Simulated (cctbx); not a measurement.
# Symmetry from intensities

Cell: a = 4.1880 Å, b = 4.1880 Å, c = 4.1880 Å, α = 90.00°, β = 90.00°, γ = 90.00°. Expected content of the cell: Yb1 Ca1.

Simulated single-crystal data (cctbx): Cu Kα, λ = 1.54184 Å, to d = 0.83 Å, 95 % of the full sphere, strongest reflection 70000 counts, noise from counting, a 1.5 % proportional error and a noise floor of 2 counts (s.d.); no absorption.

A first pass over the reflections prints:

```text
491 reflections to d = 0.838 A
centring   violations  <I/sigma> of those
    A        240 of   240     56.7
    B        240 of   240     56.7
    C        240 of   240     56.6
    I        254 of   254     53.5
    R        342 of   342     56.5
    F        360 of   360     56.7
Laue class    unique    Rint  (classes that these axes allow; Friedel mates merged)
P -1              257   0.009
P 1 2/m 1         151   0.011
P 1 1 2/m         151   0.010
P 2/m 1 1         151   0.010
P m m m            98   0.011
P 4/m              78   0.011
P 4/m m m          58   0.012
R -3 :R            87   0.011
R -3 m :R          59   0.012
P m -3             34   0.012
P m -3 m           26   0.012
space group    extra absences  I>4sigma  <I/sigma>
P 4 3 2                 0          0         -  acentric
P -4 3 m                0          0         -  acentric
P m -3 m                0          0         -  centric
Wilson B = 1.13 A^2   <|E^2-1|> = 0.633 (0.968 centric, 0.736 acentric)   E^2>4: 0.0 %
shell (A)         n   <I/sigma>
 4.19 - 1.20     12    217.6
 1.20 - 0.96      8    248.6
 0.96 - 0.84      6    247.6
```

**Question.** What are the lattice type, the Laue class and the likely space group?

Every centring test has many violations, so the lattice is primitive.

Rint stays low (0.009 to 0.012) up to P m -3 m, the highest class in these axes.

3 settings pass the absence test. No glide or screw absences show, which leaves P 4 3 2, P -4 3 m and P m -3 m.

⟨|E²−1|⟩ = 0.633 leans to a non-centrosymmetric structure, or to twinning, which lowers it. Here that hint misleads: the statistic assumes many like atoms on general positions, and few, heavy or special-position atoms break it. The Wilson B of 1.13 Å² means U ≈ 0.0143 Å².

The true group is Pm-3m (no. 221), Laue class m-3m, centrosymmetric. The tables only narrow the choice to the tied entries; cell content, site symmetry and trial solutions must settle it.

The model is made up (kin elements in a known structure type, no relaxation), so it says nothing on whether the phase exists.

[Logs are printed without paths, hosts, clocks, repeated set-up lines and the standing remarks that a program may print on its own settings, such as how far it seeks lower states.]
